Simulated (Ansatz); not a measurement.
**C (Fd-3m): refractive index against wavelength**

The refractive index of C (Fd-3m) below the direct gap (5.59 eV on the mesh) is read from one computed spectrum, n = √(Re ε).

Cell: a, b, c = 2.522, 2.522, 2.522 Å (primitive vectors), 2 atoms.

Method: Ansatz 0.2.0, PBE, independent particles, k-mesh 12×12×12 with interpolation inside its cells, Gaussian parameter 0.15 eV.

Launch of the response step: `ansatz run input.yaml --threads 4 --pin off --max-ram 8192MiB --backend cpu --events-out ev --progress --plain --runs-dir out`. The run took 1 s, on 4 threads of Intel(R) Xeon(R) Platinum 8488C (Sapphire Rapids) (shared host).

| wavelength (nm) | photon energy E (eV) | n |
| --- | --- | --- |
| 700 | 1.771 | 2.4709 |
| 633 | 1.959 | 2.4779 |
| 532 | 2.331 | 2.4943 |
| 450 | 2.755 | 2.5177 |
| 405 | 3.061 | 2.5379 |
| 365 | 3.397 | 2.5640 |
| 308 | 4.025 | ? |

In the single-oscillator model n² − 1 = E₀E_d/(E₀² − E²), so 1/(n² − 1) = E₀/E_d − E²/(E₀E_d) is linear in E².

Working, on the rows shown:

| x = E² (eV²) | y = 1/(n² − 1) |
| --- | --- |
| 3.13716 | 0.195873 |
| 3.83641 | 0.194553 |
| 5.43137 | 0.191515 |
| 7.59115 | 0.187308 |
| 9.37179 | 0.183792 |
| 11.5384 | 0.179401 |

Means: x̄ = 6.8177, ȳ = 0.18874. Σ(x − x̄)(y − ȳ) = -0.1053, Σ(x − x̄)² = 53.76. Slope = -0.1053 / 53.76 = -0.001958; intercept = ȳ − slope · x̄ = 0.20209. Turned back into n, the line misses the rows shown by at most 0.00058.

Fill in the last column of the withheld row.

At x = 16.204 the line gives y = 0.17036, that is 2.6210. The run gave 2.6271, so the extrapolation is off by 0.0061, 4 % of the range in the table.

Refitted with all rows, the slope is -0.002015 and the intercept 0.20242. These give E₀ = √(intercept/−slope) = 10.02 eV and E_d = E₀/intercept = 49.5 eV; E₀ is 1.8 times the direct gap. The electronic limit at long wavelengths, without lattice vibrations, is n = √(1 + 1/intercept) = 2.437. Excitons are left out and so are local fields; PBE gaps are as a rule too small.
